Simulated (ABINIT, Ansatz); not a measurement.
## SiO2 (P6_222): G0W0 with ABINIT, start to end

Symmetry: P6_222, No. 180, hexagonal system. Conventional cell: a = 5.013 Å, b = 5.013 Å, c = 5.470 Å, α = 90.00°, β = 90.00°, γ = 120.00°. Nearest to Si lie 4 O at 1.62 Å. Nearest to O lie 2 Si at 1.62 Å. Farther neighbours, and contacts between anions beyond the nearest, are not listed.

| Item | Value |
| --- | --- |
| method | RPA screening on LDA, plane waves, norm-conserving pseudopotentials (and 2 further levels or steps) |
| program | ABINIT 10.8.3 |
| settings | cutoff 36 Ha, PseudoDojo scalar-relativistic 0.4.1 standard, norm-conserving, ngkpt (3, 3, 2), nband 217, ecuteps 6.5 Ha, inclvkb 2, shiftk (0, 0, 0), symchi 1, awtr 1, frequency ppm, 3×3×2 k-mesh |
| cost | 5 runs, 8.1 min in all on 4 MPI ranks of Arm Neoverse V2, shared host |
| notes | The database entry behind the starting cell is an old determination (1926). The program’s warnings: nkpt*nsppol () is not a multiple of nproc spkpt (). The cell and positions come from the Crystallography Open Database and are kept as given unless a step says otherwise. The 3×3×2 mesh is coarse for this cell, which bears on the long-range parts of exchange and screening. |
| LDA gap | 5.37 eV, indirect |
| G0W0 gap on the mesh | 8.31 eV |
| GW settings | 3×3×2 mesh, 217 bands, screening to 176.9 eV, Godby-Needs plasmon pole |
| known limits | short of the basis limit; coarse k mesh |

G0W0 moves the gap on the mesh from 5.37 eV to 8.31 eV (+2.93 eV), with Z of 0.81 and 0.87 at the edges. Local fields lower the RPA ε∞ on this mesh from 2.57 to 2.35; a Γ-centred mesh this coarse tends to raise both, most where the direct gap is narrow, while a short band sum lowers them.

[Paths, hosts, dates, memory and timing lines, banners, echoed tables and standing remarks are left out of the program output; an Ansatz launch command may be rebuilt from the run's recorded settings. Measured values are a selection of at most five: reports struck by readers or far from the other reports are left out. None is set beside runs whose start may be inverted or whose files or cutoffs have a known fault.]

[Runs of the session that timed out or met a known fault of the program may be left out.]

[Hosts, paths, dates, database ids (printed as entryN), source tags and the programs' standing remarks are cut or masked in the printed files.]

[G0W0 gaps are taken among the corrected bands and points alone; a level outside them can change the order at an edge.]

[Where Ansatz stands beside ABINIT at settings called matched, ABINIT's density can come from a denser mesh and the files from another edition; pairs whose starting gaps differed by over 0.03 eV were left out, so agreement reads better than it is.]
